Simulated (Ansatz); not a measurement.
## Y2Ti2O7 (Fd-3m): the dielectric response by several routes

Aim: the electronic dielectric constant of Y2Ti2O7 (Fd-3m) by perturbation theory, a sum over states and the RPA step of G0W0.

Method: linear response on LDA, plane waves, PAW, in Ansatz 0.2.0.

## (1) Starting point

It takes space group Fd-3m (No. 227, cubic). Conventional cell: a = 10.099 Å, b = 10.099 Å, c = 10.099 Å, α = 90.00°, β = 90.00°, γ = 90.00°. Nearest to Y lie 8 O at 2.19 to 2.48 Å. Nearest to Ti lie 6 O at 1.96 Å. Nearest to O lie 2 Ti at 1.96 Å and 2 Y at 2.48 Å. Nearest to O lie 4 Y at 2.19 Å. Farther neighbours and most contacts between anions are not listed.

As a file:

```cif
data_structure
_symmetry_space_group_name_H-M 'Fd-3m:1'
_symmetry_Int_Tables_number 227
_cell_length_a 10.0986
_cell_length_b 10.0986
_cell_length_c 10.0986
_cell_angle_alpha 90.000
_cell_angle_beta 90.000
_cell_angle_gamma 90.000
_cell_volume 1029.87
loop_
_atom_site_label
_atom_site_type_symbol
_atom_site_symmetry_multiplicity
_atom_site_Wyckoff_symbol
_atom_site_fract_x
_atom_site_fract_y
_atom_site_fract_z
_atom_site_occupancy
Y1 Y 16 d 0.12500 0.62500 0.12500 1
Ti1 Ti 16 c 0.12500 0.12500 0.12500 1
O1 O 48 f 0.45455 0.25000 0.25000 1
O2 O 8 b 0.00000 0.00000 0.50000 1
```

Geometry: measured cell, ions relaxed with LDA. The runs that relaxed it are not among those shown. The default PAW set here is soft_2. Its files were made with PBE.

## (2) Response to a homogeneous field

The response to a uniform field gives ε∞, a yardstick for the screening that GW builds on its mesh.

This step: dielectric response by perturbation theory, LDA, plane waves, PAW.

File input.yaml:

```yaml
crystal:
  lattice:
    - [0.0, 5.0493, 5.0493]
    - [5.0493, 0.0, 5.0493]
    - [5.0493, 5.0493, 0.0]
  atoms:
    - { symbol: "Y", position: [0.125, 0.125, 0.125] }
    - { symbol: "Y", position: [0.625, 0.125, 0.125] }
    - { symbol: "Y", position: [0.125, 0.125, 0.625] }
    - { symbol: "Y", position: [0.125, 0.625, 0.125] }
    - { symbol: Ti, position: [0.625, 0.625, 0.625] }
    - { symbol: Ti, position: [0.125, 0.625, 0.625] }
    - { symbol: Ti, position: [0.625, 0.625, 0.125] }
    - { symbol: Ti, position: [0.625, 0.125, 0.625] }
    - { symbol: O, position: [0.5454541437, 0.9545458563, 0.9545458563] }
    - { symbol: O, position: [0.7045458563, 0.2954541437, 0.7045458563] }
    - { symbol: O, position: [0.9545458563, 0.5454541437, 0.5454541437] }
    - { symbol: O, position: [0.2954541437, 0.7045458563, 0.2954541437] }
    - { symbol: O, position: [0.9545458563, 0.5454541437, 0.9545458563] }
    - { symbol: O, position: [0.7045458563, 0.7045458563, 0.2954541437] }
    - { symbol: O, position: [0.5454541437, 0.9545458563, 0.5454541437] }
    - { symbol: O, position: [0.2954541437, 0.2954541437, 0.7045458563] }
    - { symbol: O, position: [0.7045458563, 0.2954541437, 0.2954541437] }
    - { symbol: O, position: [0.9545458563, 0.9545458563, 0.5454541437] }
    - { symbol: O, position: [0.2954541437, 0.7045458563, 0.7045458563] }
    - { symbol: O, position: [0.5454541437, 0.5454541437, 0.9545458563] }
    - { symbol: O, position: [0.0, 0.0, 0.0] }
    - { symbol: O, position: [0.25, 0.25, 0.25] }
kpoints:
  mp_grid: { grid: [4, 4, 4] }
hamiltonian:
  xc: lda
scf:
  occupations: { method: fixed }
dielectric: {}
```

Run with:

```bash
> ansatz run input.yaml --threads 24 --pin off --max-ram 82944MiB --backend cuda --events-out ev --progress --plain --runs-dir out --devices 1 --max-vram 78GiB
```

Numbers of over 12 decimals in the logs are rounded to 6 here.

The log of the run:

```text
GPUs: using 1 of 1 available (devices: 1).
Engine: ansatz 0.2.0, aarch64-unknown-linux-gnu
Pseudopotentials: kind: paw
Pseudopotential: Y, paw, valence charge 11, recommended cutoff 420 eV (normal), Y.paw.azcp
Pseudopotential: Ti, paw, valence charge 12, recommended cutoff 420 eV (normal), Ti.paw.azcp
Pseudopotential: O, paw, valence charge 6, recommended cutoff 420 eV (normal), O.paw.azcp
Functional definition: SPW92
  exchange = slater_x
  correlation = pw_c
[...]
Crystal: 22 atoms, lattice volume = 257.468 Å³
Basis set: ecut = 420 eV, 5029 PW (Γ), exchange–correlation on 96×96×96 points (8 copies of the dense FFT grid, shifted against one another)
Bands: 110, of which v1, the nominal top of the filled ones, is band 88 counted from 1 (87 counted from 0)
Symmetry: 48 space group operations
k-points: 13 of 64 (irreducible under 8 space group operations, time reversal used)
Non-local potential: Y, projectors of the file, l = 0: 3, l = 1: 2, l = 2: 2, l = 3: 1
Non-local potential: Ti, projectors of the file, l = 0: 3, l = 1: 2, l = 2: 3, l = 3: 1
Non-local potential: O, projectors of the file, l = 0: 2, l = 1: 2, l = 2: 1
PAW form: soft (Blöchl's): semilocal exchange-correlation on the pseudo side does not see the compensation charge
PAW frozen core: Y, regenerated for the run's functional, and the local potential with it (the file was generated under x = pbe(κ = 0.804, μ = 0.219515), c = pbe(β = 0.066725))
PAW frozen core: Ti, regenerated for the run's functional, and the local potential with it (the file was generated under x = pbe(κ = 0.804, μ = 0.219515), c = pbe(β = 0.066725))
PAW frozen core: O, regenerated for the run's functional, and the local potential with it (the file was generated under x = pbe(κ = 0.804, μ = 0.219515), c = pbe(β = 0.066725))
PAW one-centre angular grid: Y, 590 points (default); XC on 64 Gauss nodes
PAW one-centre angular grid: Ti, 590 points (default); XC on 64 Gauss nodes
PAW one-centre angular grid: O, 110 points (default); XC on 64 Gauss nodes
Initial density: superposition of atomic densities (neutral atoms: chi_scale 0, normalization atom), corrected by the library's trained network
Initial wavefunctions: pseudopotential atomic-orbital guess
[...]
Functional: x = slater, c = lda
SCF iter   1: F=—  HF=-32598.138804 eV  |F-HF|=—  |Δ(HF+E_count)|=         —  Δρ=1.83e-2  dr2=7.76e-1  ethr=1.77e-3  ⟨swp⟩=3.4  Hψ=4783  notcnv=0  defer=165
preconditioner: auto → Resta (q_TF=auto, 2.561 Å⁻¹)  ε∞=5.5  [insulator: Δε(μ)=2.609 eV  Ē_g=12.685 eV  n_scr=64 (ndim 8)  ℏωp=27.0 eV  f_vac=0.019  ε∞_Penn≈5.5]
SCF iter   2: F=—  HF=-32597.984665 eV  |F-HF|=—  |Δ(HF+E_count)|=   1.54e-1  Δρ=8.20e-3  dr2=1.34e-1  ethr=4.41e-4  ⟨swp⟩=2.1  Hψ=2363  notcnv=0  defer=244
[...]
SCF iter  10: F=-32597.955794 eV  HF=-32597.955794 eV  |F-HF|=4.00e-11  |Δ(HF+E_count)|=  9.09e-11  Δρ=1.45e-7  dr2=6.55e-11  ethr=1.00e-12  ⟨swp⟩=11.8  Hψ=4799  notcnv=0
SCF 1 converged in 10 iterations: F = -32597.955794 eV  dr2 = 6.55e-11
  greatest PAW one-centre occupation: 0.999 electrons in one spin orbital (limit 2), on the Ti atom at site 7 (counted from 0), in its partial waves of l = 0
the response reads at least the filled bands of the reference SCF and the lowest empty band at each k-point, and that SCF's band table does not vouch for those bands. The notice of the band table in this run's record says why
[...]
NSCF: frozen V_eff on 1 k-points
[...]
DFPT response loops at Γ: preconditioner auto → Resta (q_TF=auto, 2.561 Å⁻¹)  ε∞=4.6 (no band partly filled); β = 1.00, the filter's whole step (`scf.mixing.beta` (0.50) is not read by the response loops at its default; to damp them type it under 1.00, their step now; it binds the ground state too); Broyden in place of MSR1
── the response to a field inside a basis, on 6×6×6 k-points: an SCF that follows is theirs, and a resumed run solves both again ──
[...]
Bands: 89, of which v1, the nominal top of the filled ones, is band 88 counted from 1 (87 counted from 0)
k-points: 28 of 216 (irreducible under 12 space group operations)
[...]
Eigensolver: Dense (28 Hₖ)
[...]
SCF 1 converged in 6 iterations: F = -32596.751830 eV  dr2 = 2.33e-8
[...]
SCF converged after 10 iterations
[...]
k-point 12: bands = ["-46.4039", "-46.4039", "-46.3992", "-46.3992", "-30.8891", "-30.8891", "-30.8543", "-30.8543", "-23.0423", "-23.0423", "-23.0304", "-23.0304", "-22.9955", "-22.9955", "-22.9955", "-22.9955", "-22.9590", "-22.9590", "-22.9502", "-22.9502", "-12.0077", "-12.0077", "-11.2706", "-11.2706", "-11.1400", "-11.1400", "-11.1083", "-11.1083", "-10.9390", "-10.9390", "-10.9325", "-10.9325", "-6.9961", "- [...]
--- Dielectric response (ions clamped): 3 representative field directions + reference, inside a basis on a mesh of 216 k-points (Σ response iterations 15) ---
  ε∞ (high-frequency dielectric tensor):
        6.001308     0.000000     0.000000
        0.000000     6.001308    -0.000000
        0.000000    -0.000000     6.001308
  Born effective charges Z* (e; rows j = field, columns β = displacement):
    site 0:
         3.92813    0.00856    0.00856
         0.00856    3.92813    0.00856
         0.00856    0.00856    3.92813
    site 1:
         3.92813   -0.00856   -0.00856
        -0.00856    3.92813    0.00856
        -0.00856    0.00856    3.92813
    site 2:
         3.92813    0.00856   -0.00856
         0.00856    3.92813   -0.00856
        -0.00856   -0.00856    3.92813
    site 3:
         3.92813   -0.00856    0.00856
        -0.00856    3.92813   -0.00856
         0.00856   -0.00856    3.92813
    site 4:
         6.63888   -0.09671   -0.09671
        -0.09671    6.63888   -0.09671
        -0.09671   -0.09671    6.63888
    site 5:
         6.63888    0.09671    0.09671
         0.09671    6.63888   -0.09671
         0.09671   -0.09671    6.63888
    site 6:
         6.63888   -0.09671    0.09671
        -0.09671    6.63888    0.09671
         0.09671    0.09671    6.63888
    site 7:
         6.63888    0.09671   -0.09671
         0.09671    6.63888    0.09671
        -0.09671    0.09671    6.63888
    site 8:
        -2.45677   -0.00000   -0.00000
         0.00000   -3.38605    1.52410
        -0.00000    1.52410   -3.38605
    site 9:
        -3.38605   -0.00000   -1.52410
         0.00000   -2.45677    0.00000
        -1.52410    0.00000   -3.38605
    site 10:
        -2.45677   -0.00000   -0.00000
         0.00000   -3.38605   -1.52410
         0.00000   -1.52410   -3.38605
    site 11:
        -3.38605   -0.00000    1.52410
         0.00000   -2.45677    0.00000
         1.52410    0.00000   -3.38605
    site 12:
        -3.38605   -0.00000    1.52410
[...]
site 13:
[...]
site 14:
[...]
site 15:
[...]
site 16:
[...]
site 17:
[...]
site 18:
        -2.45677   -0.00000   -0.00000
         0.00000   -3.38605   -1.52410
        -0.00000   -1.52410   -3.38605
    site 19:
        -3.38605   -1.52410   -0.00000
        -1.52410   -3.38605    0.00000
        -0.00000    0.00000   -2.45677
    site 20:
        -2.67626   -0.00000   -0.00000
         0.00000   -2.67626    0.00000
        -0.00000    0.00000   -2.67626
    site 21:
        -2.67626   -0.00000   -0.00000
         0.00000   -2.67626    0.00000
        -0.00000    0.00000   -2.67626
  Z* charge neutrality: 1.587e-2 e pre-enforcement
  solved inside a basis spanned on kpoints, on 6×6×6 k-points, taken by the longest dipole's decay: ε∞ is read to err by 2.5e-2, Z* by 7.3e-2 e (field_mesh: kpoints solves on kpoints); Z* is corrected for what the basis lacks
```

Run time: 9.8 s. Hardware: 1 × NVIDIA GB200 (shared by 2 runs) with 24 threads of Arm Neoverse V2, shared host; peak memory 4.1 GiB; 91 s of CPU time.

In the SCF lines HF is the Harris–Foulkes energy and dr2 the Hartree energy of the density residual, in eV; the loop may stop once dr2 is under the threshold and the program's other checks hold. Hψ counts applications of the Hamiltonian.

This step gave:

| Quantity | Value |
| --- | --- |
| stated error of ε∞ | 0.025 |

One over ε∞ averages 0.17, under the quarter of exact exchange in PBE0, which by this rule of thumb may open the gap too far.

High-frequency dielectric tensor:

```
6.00 0.00 0.00
0.00 6.00 0.00
0.00 0.00 6.00
```

Born effective charge (e), principal values of the symmetric part by kind of site:

```csv
atom,atoms with these values,low,middle,high,mean
Y1,4,3.92,3.92,3.95,3.93
Ti5,4,6.45,6.74,6.74,6.64
O9,12,-4.91,-2.46,-1.86,-3.08
O21,2,-2.68,-2.68,-2.68,-2.68
```

In full for O21:

```
-2.68  0.00  0.00
 0.00 -2.68  0.00
 0.00  0.00 -2.68
```

## (3) Independent-particle spectrum

The independent-particle spectrum shows where the oscillator strength lies, before excitons and local fields.

This step: independent-particle optics on LDA, plane waves, PAW.

input.yaml: that of step 2 with these lines changed.

```diff
@@ -34,2 +34,4 @@
   occupations: { method: fixed }
-dielectric: {}
+  n_extra_bands: 176
+output:
+  optics: { e_range: [0, 25], de: 0.1, sigma: 0.2 }
```

The log of the run:

```text
[...]
GPUs: using 1 of 1 available (devices: 1).
[...]
Crystal: 22 atoms, lattice volume = 257.468 Å³
Basis set: ecut = 420 eV, 5029 PW (Γ)
Bands: 264, of which v1, the nominal top of the filled ones, is band 88 counted from 1 (87 counted from 0)
[... 1 set-up line as in the run before ...]
[...]
k-points: 8 of 64
[...]
SCF iter   1: F=—  HF=-32598.138319 eV  |F-HF|=—  |Δ(HF+E_count)|=         —  Δρ=1.83e-2  dr2=7.73e-1  ethr=1.77e-3  ⟨swp⟩=4.0  Hψ=7234  notcnv=0  defer=1344
[...]
SCF iter   6: F=—  HF=-32597.954956 eV  |F-HF|=—  |Δ(HF+E_count)|=   1.73e-3  Δρ=9.02e-5  dr2=1.16e-5  ethr=1.95e-7  ⟨swp⟩=2.0  Hψ=1177  notcnv=0  defer=1327
[...]
SCF iter   8: F=—  HF=-32597.955783 eV  |F-HF|=—  |Δ(HF+E_count)|=   2.63e-7  Δρ=2.84e-6  dr2=2.56e-8  ethr=2.89e-10  ⟨swp⟩=2.0  Hψ=1020  notcnv=0  defer=1327
[...]
SCF iter  10: F=-32597.955783 eV  HF=-32597.955783 eV  |F-HF|=0.00e0  |Δ(HF+E_count)|=   1.44e-9  Δρ=4.20e-8  dr2=3.16e-12  ethr=1.00e-12  ⟨swp⟩=12.8  Hψ=15280  notcnv=0
SCF 1 converged in 10 iterations: F = -32597.955783 eV  dr2 = 3.16e-12
[...]
Optics k sum: 0 of 8 k-points
Optics k sum: 1 of 8 k-points
[...]
SCF converged after 10 iterations
[...]
```

Run time: 4.5 s. Hardware: 1 × NVIDIA GB200 (shared by 2 runs) with 24 threads; peak memory 3.2 GiB.

This step gave:

| Item | Value |
| --- | --- |
| ε∞ without local fields (xx, yy, zz) | 6.210, 6.210, 6.210 |
| electrons in the f-sum (xx, yy, zz) | 120.3, 120.3, 120.3 |
| bands in the explicit sum (the static value is completed to all bands) | 264 |

The sum gives ε∞ = 6.21 without local fields.

The ε₂, xx=yy=zz has structure finer than the step of the table below, so its rows give means over 1 eV, whole bins alone (the curve runs from 0 to 25 eV). Peaks (eV: height): 4.1: 7.34, 6.7: 7.62, 7.7: 7.38, 19.6: 1.77.

Independent particles, no local fields, Gaussian width 0.2 eV. Table of ε₂, xx=yy=zz by photon energy; means over each step:

```csv
photon energy (eV),"ε₂, xx=yy=zz"
2,3.7e-4
3,2.32
4,6.73
5,3.41
6,4.73
7,6.85
8,6.22
9,4.59
10,3.56
11,2.84
12,1.36
13,0.694
14,0.734
15,0.878
16,1.25
17,1.32
18,1.21
19,1.62
20,1.74
21,1.45
22,1.01
23,0.887
24,0.788
```

The loss function, xx=yy=zz has structure finer than the step of the table below, so its rows give means over 1 eV, whole bins alone (the curve runs from 0 to 25 eV). Peaks (eV: height): 13.0: 1.53, 21.9: 0.846.

Independent particles, no local fields, Gaussian width 0.2 eV. Table of loss function, xx=yy=zz by photon energy; means over each step:

```
photon energy (eV)  loss function, xx=yy=zz
                 2                   5.7e-6
                 3                   0.0181
                 4                   0.0902
                 5                    0.126
                 6                   0.0771
                 7                    0.123
                 8                    0.160
                 9                    0.218
                10                    0.278
                11                    0.293
                12                    0.604
                13                     1.26
                14                    0.683
                15                    0.410
                16                    0.430
                17                    0.433
                18                    0.431
                19                    0.396
                20                    0.477
                21                    0.654
                22                    0.798
                23                    0.713
                24                    0.575
```

## (4) RPA screening from the G0W0 run

G0W0 replaces the xc potential by the self-energy, built once from these orbitals. Only a window of levels is corrected, while the sums run over the empty bands that the input names.

This step: G0W0 on LDA, plane waves, PAW.

input.yaml: that of step 3 with these lines changed.

```diff
@@ -29,3 +29,3 @@
 kpoints:
-  mp_grid: { grid: [4, 4, 4] }
+  mp_grid: { grid: [2, 2, 2] }
 hamiltonian:
@@ -34,4 +34,7 @@
   occupations: { method: fixed }
-  n_extra_bands: 176
-output:
-  optics: { e_range: [0, 25], de: 0.1, sigma: 0.2 }
+gw:
+  n_empty_bands: 968
+  ecut_chi: 140.0
+  qp_bands: [v4, c4]
+  qp_kpoints: band_edges
+  screening: { model: contour_deformation }
```

The log of the run:

```text
GPUs: using 1 of 1 available (devices: 1).
[...]
Crystal: 22 atoms, lattice volume = 257.468 Å³
Basis set: ecut = 420 eV, 5029 PW (Γ)
Bands: 110, of which v1, the nominal top of the filled ones, is band 88 counted from 1 (87 counted from 0)
[... 1 set-up line as in the run before ...]
[...]
k-points: 3 of 8
[...]
0    92     12.2475   -13.3642    -7.6187   -22.5730  0.7152    13.9060    13.8376  root
[...]
2    89     12.4269   -13.3708    -7.0538   -21.9012  0.7176    13.9613    13.9035  root
     2    90     12.4269   -13.3708    -7.0538   -21.9012  0.7176    13.9613    13.9035  root
     2    91     12.5238   -14.0737    -7.1315   -22.7140  0.7133    14.0929    14.0326  root
     2    92     12.5238   -14.0737    -7.1315   -22.7140  0.7133    14.0929    14.0326  root
[key lines of the parts left out:]
SCF converged after 8 iterations
Free energy (F): -32597.885712 eV
Fermi energy:    9.262103 eV
```

Wall time 4.5 s (1 × NVIDIA GB200 (shared by 2 runs) with 24 threads); peak memory 1.8 GiB; 12 s of CPU time.

This step gave:

| Property | Result |
| --- | --- |
| bands summed | 1056 |
| RPA ε∞ on this mesh (eigenvalues) | 6.174, 6.174, 6.174 |
| plane waves in the screening matrix | 941 |
| G0W0 gap on the mesh | 4.644 eV |
| k of the valence top | 0, -0.5, -0.5 |
| k of the conduction bottom | 0, 0, 0 |
| starting gap on the mesh | 2.782 eV |
| least direct G0W0 gap on the computed points | 4.650 eV |

The gap on the mesh goes from 2.78 eV to 4.64 eV, a correction of +1.86 eV. Between the two edge states, bare exchange in place of the xc potential would open the gap by 13.62 eV, and correlation takes back 11.76 eV.

Mean over the mesh in bins of 0.25 1/Å. Static inverse dielectric function, diagonal against length of q+G:

```
length of q+G (Å⁻¹)  static inverse dielectric function, diagonal
               0.57                                         0.239
               1.00                                         0.339
               1.33                                         0.428
               1.52                                         0.473
               1.84                                         0.556
               2.02                                         0.593
               2.26                                         0.646
               2.47                                         0.684
               2.76                                         0.732
               3.04                                         0.770
               3.26                                         0.795
               3.52                                         0.820
               3.76                                         0.841
               4.02                                         0.861
               4.24                                         0.876
               4.50                                         0.892
               4.76                                         0.907
               4.99                                         0.918
               5.24                                         0.930
               5.48                                         0.940
               5.76                                         0.950
               5.98                                         0.957
```

## (5) The values together

Times are wall times on 1 × NVIDIA GB200 (shared by 2 runs) with 24 threads of Arm Neoverse V2, shared host, good to a factor of about two.

```csv
method,mesh,"ε∞, low",middle,high,mean,time
perturbation theory (local fields and xc kernel),4×4×4 (response on 216 points),6.00,6.00,6.00,6.00,9.8 s
sum over states (no local fields),4×4×4,6.21,6.21,6.21,6.21,4.5 s
"RPA with local fields, on the GW mesh",2×2×2,6.17,6.17,6.17,6.17,4.5 s
```

## (6) Summary of results

```yaml
perturbation_theory_local_fields_and_xc_kernel: 6.00, 6.00, 6.00
sum_over_states_no_local_fields: 6.21, 6.21, 6.21
rpa_with_local_fields_on_the_gw_mesh: 6.17, 6.17, 6.17
```

What this shows: Mean Born effective charge: Y1 3.93, Ti5 6.64, O9 -3.08, O21 -2.68 e. The most distinct maxima of the ε₂, xx=yy=zz lie at 4.1, 6.7, 7.7 and 19.6 eV, the highest at 6.7 eV. The most distinct maxima of the loss function, xx=yy=zz lie at 13.0 and 21.9 eV, the highest at 13 eV. The sum without local fields gives 6.21 in the mean against 6.00 by perturbation theory; local fields lower ε∞ and the xc kernel gives part of it back, though the sum also carries the error of its own mesh. The RPA values on the 2×2×2 mesh average 1.03 times those of perturbation theory (means 6.17 and 6.00). Without the xc kernel RPA should lie a little lower; it lies higher here. Perturbation theory sums its response on a denser mesh of its own, so the coarser sum of the GW run is the likely cause. LDA usually puts the gap too low, which tends to raise ε∞. Ions are clamped, so the lattice part of the static constant is not in these numbers.

[Paths, hosts, dates, memory and timing lines, banners, echoed tables and standing remarks are left out of the program output.]

[Logs are printed without paths, hosts, clocks, repeated set-up lines and the standing remarks that a program may print on its own settings, such as how far it seeks lower states.]

[Runs of the session that timed out or met a known fault of the program may be left out.]

[Cells called generated may have been cut or substituted from an entry of the Crystallography Open Database or the Materials Project.]

[Hosts, paths, dates, database ids (printed as entryN), source tags and the programs' standing remarks are cut or masked in the printed files.]
